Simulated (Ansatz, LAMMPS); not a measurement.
## Liquid 52SiO2-48Li2O (mol %) at 2550 K (69 atoms): support functions against a reference

Aim: test how closely localised support functions follow the reference on liquid 52SiO2-48Li2O (mol %) at 2550 K (69 atoms), and at what cost. A setting counts as converged where the r.m.s. difference of forces stays under 1 % of the r.m.s. force.

Main program and level: Ansatz 0.2.0; Kohn-Sham DFT, PBE, PAW (set soft_2), plane waves.

**1. The system as given**

The cell holds 69 atoms: 12 Si, 22 Li and 35 O. Its edges and angles: a = 9.078 Å, b = 9.078 Å, c = 9.078 Å, α = 90.0°, β = 90.0°, γ = 90.0°. 69 atoms (12 Si, 22 Li, 35 O) placed at random at 2.33 g/cm³, melted at 4000 K for 10 ps at fixed volume with the Morse and Coulomb pair potential with partial charges (Pedone, Malavasi, Menziani, Cormack and Segre, J. Phys. Chem. B 110, 11780 (2006)). Snapshot at the end of a hold of 10 ps at 2550 K and fixed volume.

Before any run, some limits are plain. The starting topology of bonds comes from the classical model, and needn't be the one that DFT or experiment would give. Sampling is at Γ alone, for a cell whose shortest periodic width is 9 Å.

**2. How the cell was made**

A classical potential supplies the starting structure, since it reaches far longer times than DFT.

This step: classical MD, Morse and Coulomb pair potential with partial charges (Pedone, Malavasi, Menziani, Cormack and Segre, J. Phys. Chem. B 110, 11780 (2006)) (LAMMPS 22 Jul 2025 - Update 4).

Input file in.lmp:

```
# melt-quench of Si12Li22O35
units metal
atom_style charge
boundary p p p
region box block 0 9.0778 0 9.0778 0 9.0778
create_box 3 box
mass 1 28.0850   # Si
mass 2 6.9400   # Li
mass 3 15.9990   # O
create_atoms 1 random 12 207310 NULL overlap 1.5 maxtry 2000
create_atoms 2 random 22 207317 NULL overlap 1.5 maxtry 2000
create_atoms 3 random 35 207324 NULL overlap 1.5 maxtry 2000
pair_style hybrid/overlay pedone 5.5 coul/long 8.0
pair_coeff * * coul/long
pair_coeff 1 3 pedone 0.340554 2.006700 2.100000 1   # Si-O
pair_coeff 2 3 pedone 0.001114 3.429506 2.681360 1   # Li-O
pair_coeff 3 3 pedone 0.042395 1.379316 3.618701 22   # O-O
set type 1 charge 2.4
set type 2 charge 0.6
set type 3 charge -1.2
kspace_style pppm 1.0e-4
neigh_modify delay 0 every 1 check yes
thermo_style custom step time temp pe press density
thermo_modify norm yes
timestep 0.002
thermo 100
min_style cg
minimize 1e-4 1e-4 200 2000
reset_timestep 0
velocity all create 4000 207311 mom yes dist gaussian
fix lim all nve/limit 0.05
fix lan all langevin 4000 4000 0.2 207312 zero yes
thermo 500
run 1000 post no
# [... 10 lines left out ...]
compute msd all msd com yes
thermo 1250
fix md all nvt temp 2550 2550 0.2
run 5000 post no
print "== T2550: mean square displacement over the hold $(c_msd[4]:%.2f) A^2"
unfix md
uncompute msd
write_dump all custom T2550.dump id type xs ys zs modify sort id
```

Run with:

```bash
> lmp -in in.lmp -log none -nocite
```

Standard output:

```text
LAMMPS (22 Jul 2025 - Update 4)
Created orthogonal box = (0 0 0) to (9.0778 9.0778 9.0778)
Created 12 atoms
Created 22 atoms
Created 35 atoms
PPPM initialization ...
  G vector (1/distance) = 0.37260805
  grid = 9 9 9
  estimated relative force accuracy = 7.7414214e-05
   Step          Time           Temp          PotEng         Press         Density
         0   0              0             -1.1676311      839485.63      2.3300109
        75   0.15           0             -11.172437      10840.917      2.3300109
Loop time of 0.0672917 s on 1 MPI rank(s) for 75 steps with 69 atoms
Minimization stats:
  Stopping criterion = energy tolerance
  Energy initial, next-to-last, final =
     -1.16763109818252  -11.1713412710678  -11.1724372861374
  Force two-norm initial, final = 261.78602 1.8456451
  Iterations, force evaluations = 75 105
   Step          Time           Temp          PotEng         Press         Density
         0   0              4000          -11.172437      61041.737      2.3300109
       500   1              1290.2664     -11.069389      35692.628      2.3300109
      1000   2              1353.4519     -11.06744       6766.2092      2.3300109
Loop time of 0.507067 s on 1 MPI rank(s) for 1000 steps with 69 atoms
   Step          Time           Temp          PotEng         Press         Density
      1000   2              1353.4519     -11.06744       6766.2092      2.3300109
      1666   3.332          4769.2352     -10.636501      118783.05      2.3300109
      2499   4.998          3903.2243     -10.673715      80280.35       2.3300109
      3332   6.664          4542.2335     -10.750422      63880.56       2.3300109
      4165   8.33           4431.2802     -10.650121      142216.57      2.3300109
      4998   9.996          4523.7737     -10.638928      110912.94      2.3300109
      5831   11.662         4594.5207     -10.682273      155520.13      2.3300109
[... 1 line left out ...]
Loop time of 2.71992 s on 1 MPI rank(s) for 5000 steps with 69 atoms
   Step          Time           Temp          PotEng         Press         Density
[... 5 lines left out ...]
Loop time of 2.69581 s on 1 MPI rank(s) for 5000 steps with 69 atoms
   Step          Time           Temp          PotEng         Press         Density
[... 2 lines left out ...]
     12500   25             2830.2162     -10.871476      99349.289      2.3300109
     13750   27.5           2790.3386     -10.865033      54791.228      2.3300109
     15000   30             2657.6299     -10.865926      57112.299      2.3300109
     16000   32             2670.1879     -10.916685      94262.23       2.3300109
Loop time of 2.6469 s on 1 MPI rank(s) for 5000 steps with 69 atoms
== T2550: mean square displacement over the hold 53.36 A^2
```

Elapsed: 8.8 s, on 1 thread of Arm Neoverse N1, shared host; peak memory 0.075 GiB.

**3. Plane-wave single point**

This run is the reference for what follows, at a cutoff of 420 eV.

Input file input.yaml:

```yaml
crystal:
  lattice:
    - [9.0778, 0.0, 0.0]
    - [0.0, 9.0778, 0.0]
    - [0.0, 0.0, 9.0778]
  atoms:
    - { symbol: Si, position: [0.62766, 0.52075, 0.9079] }
    - { symbol: Si, position: [0.47157, 0.75376, 0.10738] }
    - { symbol: Si, position: [0.04245, 0.35175, 0.74685] }
    - { symbol: Si, position: [0.3739, 0.69594, 0.5515] }
    - { symbol: Si, position: [0.87068, 0.69875, 0.30274] }
    - { symbol: Si, position: [0.59887, 0.29535, 0.65354] }
    - { symbol: Si, position: [0.72678, 0.39887, 0.38322] }
    - { symbol: Si, position: [0.26486, 0.17946, 0.87292] }
    - { symbol: Si, position: [0.16891, 0.58762, 0.15737] }
    - { symbol: Si, position: [0.8191, 0.12913, 0.88638] }
    - { symbol: Si, position: [0.21112, 0.07571, 0.21799] }
    - { symbol: Si, position: [0.99545, 0.19381, 0.46184] }
    - { symbol: Li, position: [0.56363, 0.66992, 0.71798] }
    - { symbol: Li, position: [0.42681, 0.92132, 0.76819] }
    - { symbol: Li, position: [0.40048, 0.3796, 0.14077] }
    - { symbol: Li, position: [0.943, 0.57598, 0.88567] }
    - { symbol: Li, position: [0.89142, 0.9294, 0.67506] }
    - { symbol: Li, position: [0.29788, 0.52226, 0.84151] }
    - { symbol: Li, position: [0.75138, 0.21747, 0.23256] }
    - { symbol: Li, position: [0.94433, 0.27775, 0.1386] }
    - { symbol: Li, position: [0.06794, 0.70904, 0.59257] }
    - { symbol: Li, position: [0.16478, 0.75288, 0.89047] }
    - { symbol: Li, position: [0.78826, 0.56833, 0.61099] }
    - { symbol: Li, position: [0.57151, 0.32175, 0.08838] }
    - { symbol: Li, position: [0.56188, 0.10811, 0.08471] }
    - { symbol: Li, position: [0.51662, 0.06276, 0.40645] }
    - { symbol: Li, position: [0.47078, 0.58409, 0.31454] }
    - { symbol: Li, position: [0.37577, 0.27197, 0.39041] }
    - { symbol: Li, position: [0.67601, 0.82933, 0.40688] }
    - { symbol: Li, position: [0.11519, 0.51037, 0.47344] }
    - { symbol: Li, position: [0.07463, 0.82066, 0.44594] }
    - { symbol: Li, position: [0.30282, 0.98371, 0.53824] }
    - { symbol: Li, position: [0.95174, 0.97755, 0.07465] }
    - { symbol: Li, position: [0.77045, 0.81922, 0.94971] }
    - { symbol: O, position: [0.25504, 0.66519, 0.45727] }
    - { symbol: O, position: [0.49059, 0.5661, 0.57098] }
    - { symbol: O, position: [0.94104, 0.26876, 0.86641] }
    - { symbol: O, position: [0.71551, 0.17399, 0.74015] }
    - { symbol: O, position: [0.51579, 0.57195, 0.00917] }
    - { symbol: O, position: [0.89463, 0.3105, 0.35945] }
    - { symbol: O, position: [0.73163, 0.37848, 0.5759] }
    - { symbol: O, position: [0.01809, 0.63219, 0.2233] }
    - { symbol: O, position: [0.75058, 0.47226, 0.01824] }
    - { symbol: O, position: [0.25626, 0.04005, 0.79098] }
    - { symbol: O, position: [0.29861, 0.71108, 0.71874] }
    - { symbol: O, position: [0.04073, 0.52027, 0.67832] }
    - { symbol: O, position: [0.25825, 0.48238, 0.24691] }
    - { symbol: O, position: [0.77722, 0.14678, 0.05283] }
    - { symbol: O, position: [0.19868, 0.30059, 0.78603] }
    - { symbol: O, position: [0.40833, 0.24787, 0.98672] }
    - { symbol: O, position: [0.48356, 0.84286, 0.55905] }
    - { symbol: O, position: [0.17258, 0.1435, 0.0675] }
    - { symbol: O, position: [0.87047, 0.75604, 0.46543] }
    - { symbol: O, position: [0.00951, 0.01831, 0.50976] }
    - { symbol: O, position: [0.01409, 0.25976, 0.59608] }
    - { symbol: O, position: [0.1582, 0.21136, 0.35163] }
    - { symbol: O, position: [0.80414, 0.80504, 0.19112] }
    - { symbol: O, position: [0.31254, 0.70873, 0.12802] }
    - { symbol: O, position: [0.57501, 0.40991, 0.79629] }
    - { symbol: O, position: [0.53213, 0.76882, 0.26562] }
    - { symbol: O, position: [0.3711, 0.02768, 0.25487] }
    - { symbol: O, position: [0.14494, 0.51763, 0.00611] }
    - { symbol: O, position: [0.50858, 0.86224, 0.98855] }
    - { symbol: O, position: [0.59394, 0.31905, 0.3275] }
    - { symbol: O, position: [0.46172, 0.20411, 0.57249] }
    - { symbol: O, position: [0.08773, 0.94485, 0.22028] }
    - { symbol: O, position: [0.7474, 0.55284, 0.33725] }
    - { symbol: O, position: [0.92258, 0.97777, 0.86271] }
    - { symbol: O, position: [0.74474, 0.65666, 0.81007] }
kpoints:
  mp_grid: { grid: [1, 1, 1] }
hamiltonian:
  xc: pbe
scf:
  occupations: { method: gaussian, width: 0.05 }
output:
  forces: true
  stress: true
  populations: intrinsic
  dos:
    method: { smearing: { sigma: 0.1 } }
    de: 0.1
    projected: { site_lists: { Li: [Li], O: [O], Si: [Si] } }
  eigenvalues: true
  write_density: true
  write_potential: true
  volumetric_format: npy
  elf: true
```

Run with:

```bash
> ansatz run input.yaml --threads 4 --pin off --max-ram 8192MiB --backend cpu --events-out ev --progress --plain --runs-dir out
```

Standard output:

```text
Engine: ansatz 0.2.0, aarch64-unknown-linux-gnu
Pseudopotentials: kind: paw
Pseudopotential: Si, paw, valence charge 4, recommended cutoff 420 eV (normal), Si.paw.azcp
Pseudopotential: Li, paw, valence charge 3, recommended cutoff 420 eV (normal), Li.paw.azcp
Pseudopotential: O, paw, valence charge 6, recommended cutoff 420 eV (normal), O.paw.azcp
[... 5 lines on functional and potentials left out ...]
Crystal: 69 atoms, lattice volume = 748.069 Å³
Basis set: ecut = 420 eV, 14771 PW (Γ), exchange–correlation on 128×128×128 points (8 copies of the dense FFT grid, shifted against one another)
Bands: 231, of which v1, the nominal top of the filled ones, is band 162 counted from 1 (161 counted from 0)
Symmetry: 1 space group operations
Space group: P1 (ITA 1), of the structure as read, at distance tolerance 9.1e-5 Å
k-points: 1
[... 7 lines on functional and potentials left out ...]
Initial density: superposition of atomic densities (neutral atoms: chi_scale 0, normalization atom), corrected by the library's trained network
Initial wavefunctions: pseudopotential atomic-orbital guess
Functional: x = pbe(κ = 0.804, μ = 0.219515), c = pbe(β = 0.066725)
SCF iter   1: F=—  HF=-32040.878706 eV  |F-HF|=—  |Δ(HF+E_count)|=         —  Δρ=4.11e-3  dr2=2.28e-1  ethr=1.77e-3  ⟨swp⟩=6.0  Hψ=1022  notcnv=0  defer=29
preconditioner: auto → Resta (q_TF=auto, 2.373 Å⁻¹)  ε∞=3.2  [insulator: Δε(μ)=1.983 eV  Ē_g=15.147 eV  σ=0.050 eV  W_gap=1.00  n_scr=170 (ndim 8)  ℏωp=22.7 eV  f_vac=0.071  D(μ)=0.00/eV (n_scr^D=0)  ε∞_Penn≈3.2]
SCF iter   2: F=—  HF=-32040.830320 eV  |F-HF|=—  |Δ(HF+E_count)|=   4.84e-2  Δρ=2.29e-3  dr2=5.25e-2  ethr=7.05e-5  ⟨swp⟩=2.0  Hψ=377  notcnv=0  defer=63
SCF iter   3: F=—  HF=-32040.822641 eV  |F-HF|=—  |Δ(HF+E_count)|=   7.68e-3  Δρ=9.85e-4  dr2=1.62e-2  ethr=1.62e-5  ⟨swp⟩=2.0  Hψ=276  notcnv=0  defer=63
SCF iter   4: F=—  HF=-32040.821067 eV  |F-HF|=—  |Δ(HF+E_count)|=   1.57e-3  Δρ=4.27e-4  dr2=1.60e-3  ethr=5.00e-6  ⟨swp⟩=2.0  Hψ=279  notcnv=0  defer=63
SCF iter   5: F=—  HF=-32040.821381 eV  |F-HF|=—  |Δ(HF+E_count)|=   3.14e-4  Δρ=2.53e-4  dr2=4.72e-4  ethr=4.94e-7  ⟨swp⟩=2.0  Hψ=293  notcnv=0  defer=63
SCF iter   6: F=—  HF=-32040.821504 eV  |F-HF|=—  |Δ(HF+E_count)|=   1.23e-4  Δρ=6.46e-5  dr2=4.11e-5  ethr=1.46e-7  ⟨swp⟩=2.0  Hψ=292  notcnv=0  defer=63
SCF iter   7: F=—  HF=-32040.822512 eV  |F-HF|=—  |Δ(HF+E_count)|=   1.01e-3  Δρ=3.88e-5  dr2=1.20e-5  ethr=1.27e-8  ⟨swp⟩=2.0  Hψ=391  notcnv=0  defer=63
SCF iter   8: F=—  HF=-32040.822523 eV  |F-HF|=—  |Δ(HF+E_count)|=   1.04e-5  Δρ=1.72e-5  dr2=2.51e-6  ethr=3.72e-9  ⟨swp⟩=2.0  Hψ=307  notcnv=0  defer=63
SCF iter   9: F=—  HF=-32040.822525 eV  |F-HF|=—  |Δ(HF+E_count)|=   2.10e-6  Δρ=7.18e-6  dr2=4.08e-7  ethr=7.74e-10  ⟨swp⟩=2.0  Hψ=285  notcnv=0  defer=63
SCF iter  10: F=—  HF=-32040.822525 eV  |F-HF|=—  |Δ(HF+E_count)|=   3.64e-7  Δρ=3.91e-6  dr2=1.15e-7  ethr=3.09e-11  ⟨swp⟩=20.0  Hψ=1992  notcnv=0
SCF iter  11: F=-32040.822525 eV  HF=-32040.822525 eV  |F-HF|=5.92e-9  |Δ(HF+E_count)|=   7.47e-8  Δρ=1.13e-6  dr2=1.03e-8  ethr=3.09e-11  ⟨swp⟩=9.0  Hψ=1377  notcnv=0
SCF 1 converged in 11 iterations: F = -32040.822525 eV  dr2 = 1.03e-8
  greatest PAW one-centre occupation: 1.000 electrons in one spin orbital (limit 2), on the Li atom at site 18 (counted from 0), in its partial waves of l = 0
SCF converged after 11 iterations
Free energy (F): -32040.822525 eV
Harris-Foulkes:  -32040.822525 eV  (|F-HF|=5.92e-9)
Internal energy: -32040.822525 eV  (E = F + TS)
E sigma→0 (E₀):  -32040.822525 eV
Fermi energy:    5.565309 eV
--- Per-component energies (eV) ---
  E_band       = -2695.461849
  E_kinetic    = 7305.355245
  E_local      = -19485.823202  (includes V_loc(G=0)·N_el)
  E_nonlocal   = 1267.007232
  E_hartree    = 7021.985245
  E_xc         = -3535.144326
  E_vxc        = -4231.366754  (∫ρ·V_xc dr)
  E_paw        = -12179.881341  (= ΣΔE_a)
  E_vpaw       = -1594.693036  (= ΣTr[D̂ρ^β])
  E_aug_tail   = 0.088540  (compensation charges beyond the density's cutoff)
  E_ewald      = -12434.409919
  E_smearing   = -0.000000  (= −TS)
  E_closure    = 0.000000  (closes the sum)
  Σ components = -32040.822525   (vs F -32040.822525, Δ=0.00e0)
--- Forces (eV/Å), atoms counted from 1 ---
  atom   1  Si    11.07396026     1.43466349    -1.71954620
  atom   2  Si     1.77477569    -1.28329197     0.35709391
  atom   3  Si    -2.93017200     0.49284935    -1.81416822
  atom   4  Si     9.09821662     2.59534951     9.06980740
  atom   5  Si    -0.37482685    -2.02026078    -3.11490321
  atom   6  Si    -1.98219662    -1.88758519     2.82021344
  atom   7  Si     4.03545237    -1.41403184     6.96376402
  atom   8  Si     4.21534821    -0.83330893    11.66034278
  atom   9  Si     3.65605064     2.98607909    -1.17777389
  atom  10  Si     2.46089777     1.36162775    -4.49500631
  atom  11  Si    -3.53520508    -1.56778223     2.11603467
  atom  12  Si     3.34920301    -9.76581267   -13.27512027
  atom  13  Li    -0.15863739     1.33559846    -0.40792481
  atom  14  Li    -0.14809380    -0.52883454     0.66114410
[...]
atom  68  O     -2.34722489     0.18435238     0.80566870
  atom  69  O     -1.26761850    -0.66959442    -0.07537095
  max |Σ_I F_I| component: 2.88e-5 eV/Å
--- Stress (GPa, compression-positive) ---
        9.970848      -1.821426       2.369134
       -1.821423      13.600221       2.701872
        2.369134       2.701875      13.917297
  P = ⅓ Tr σ = 12.4961 GPa (124.961 kbar)
--- Band table (eV) ---
  k-point 0: bands = ["-42.8574", "-42.8540", "-42.6576", "-41.8324", [... 215 levels ...], "13.9442", "14.0719", "14.2183", "14.2417", "14.3226", "14.4219", "14.5262", "14.5903", "14.6673", "14.7315", "14.9049", "14.9962"]
--- intrinsic populations: 69 sites ---
  site symbol       q [e]
     0     Si      2.4785
     1     Si      2.3858
     2     Si      2.3261
[...]
68      O      7.1852
  spilling = -0.000000 (of n_electrons = 324.000000)
```

Wall time 14 s (4 threads of Arm Neoverse N1, shared host); peak memory 0.85 GiB; 53 s of CPU time.

Read from the output:

```
free energy                                      : -32040.8225 eV
free energy per atom                             : -464.3597 eV/atom
SCF cycles                                       : 11
pressure                                         : 12.5 GPa
r.m.s. force component                           : 3.236 eV/Å
longest force                                    : 16.82 eV/Å
Fermi energy                                     : 5.565 eV
gap (highest filled to lowest empty level) : 1.698 eV
```

The r.m.s. force component of 3.2 eV/Å and the pressure of 12 GPa set the scale for the differences below.

**4. Support functions low**

The cell is solved in localised support functions.

This step: Kohn-Sham DFT, PBE, PAW (set soft_2), localised support functions (low) (Ansatz 0.2.0).

input.yaml, the sections that differ from step 3:

```yaml
scf:
  occupations: { method: gaussian, width: 0.05 }
  eigensolver: { kind: { support_functions: { accuracy: low } } }
  max_iter: 150
output:
  forces: true
  eigenvalues: true
# crystal, kpoints, hamiltonian: as in step 3
```

Standard output:

```text
Warning: scf.eigensolver.kind.support_functions: disabling space-group detection — the functions' gradient is summed over unrotated k-points, so no spatial operation reduces the k-mesh or symmetrises the density; time reversal is kept, so that k and −k are solved as one point where they differ and the mesh holds both, and exact exchange and, on two spinor components, a DFT+U term hold to it where the run has them: [...]
settings of this run that can trade accuracy for cost: scf.eigensolver.kind.support_functions; scf.eigensolver.kind.support_functions.accuracy: low [...]
[...]
Crystal: 69 atoms, lattice volume = 748.069 Å³
Basis set: ecut = 420 eV, 14771 PW (Γ), exchange–correlation on 144×144×144 points (8 copies of the dense FFT grid, shifted against one another)
Bands: 195, of which v1, the nominal top of the filled ones, is band 162 counted from 1 (161 counted from 0)
Symmetry: 1 space group operations
k-points: 1
[...]
SCF iter   1: F=—  HF=-32042.758470 eV  |F-HF|=—  |Δ(HF+E_count)|=         —  Δρ=1.08e-1  dr2=1.00e2  ethr=1.00e-1
[...]
SCF iter  12: F=—  HF=-32041.058668 eV  |F-HF|=—  |Δ(HF+E_count)|=   5.08e-4  Δρ=3.89e-5  dr2=1.94e-5  ethr=1.80e-8  κ⁻¹=4.3e-5(r=7)
SCF iter  13: F=-32041.059059 eV  HF=-32041.059061 eV  |F-HF|=1.11e-6  |Δ(HF+E_count)|=   3.92e-4  Δρ=1.69e-5  dr2=3.71e-6  ethr=5.98e-9
SCF 1 converged in 13 iterations: F = -32041.063227 eV  dr2 = 3.71e-6
[...]
SCF converged after 13 iterations
Stability not checked: this state was not tested for a lower state beside it, because the mixer in use, unlike msr1, does not test its closes by its own steps (another_mixer; see scf.mixing.algorithm and scf.lower_state_search)
Free energy (F): -32041.063227 eV
[...]
Internal energy: -32041.063227 eV  (E = F + TS)
E sigma→0 (E₀):  -32041.063227 eV
Fermi energy:    5.565208 eV
[...]
Σ components = -32041.063227   (vs F -32041.063227, Δ=0.00e0)
--- Forces (eV/Å), atoms counted from 1 ---
  atom   1  Si    11.07332998     1.43498088    -1.71907566
  atom   2  Si     1.77483408    -1.28319223     0.35698608
  atom   3  Si    -2.93064795     0.49279408    -1.81415324
  atom   4  Si     9.09696941     2.59499053     9.06782168
[...]
atom  69  O     -1.26703977    -0.67043164    -0.07521272
  max |Σ_I F_I| component: 1.21e-3 eV/Å
--- Band table (eV) ---
[...]
```

Run time: 2.3 min. Hardware: 4 threads; peak memory 2.7 GiB.

The program notes that the band table was not solved further than the SCF left it and it switched symmetry off.

Keys that differ from the reference: support_functions.accuracy = "low" and scf.max_iter = 150.

Forces differ from the reference by 0.78 meV/Å r.m.s., 0.024 % of their size, well within a tolerance of 1 %; the energy by -3.5 meV/atom. It took roughly 9.5 times the reference's time (one timing each, with unlike analyses asked), in 13 cycles against 11.

(Part 1 of 3 ends here.)

[Long decimals in the printed logs are rounded to 6 places.]

[Logs are printed without paths, hosts, clocks, repeated set-up lines and the standing remarks that a program may print on its own settings, such as how far it seeks lower states.]

[Hosts, paths, dates, database ids (printed as entryN), source tags and the programs' standing remarks are cut or masked in the printed files.]
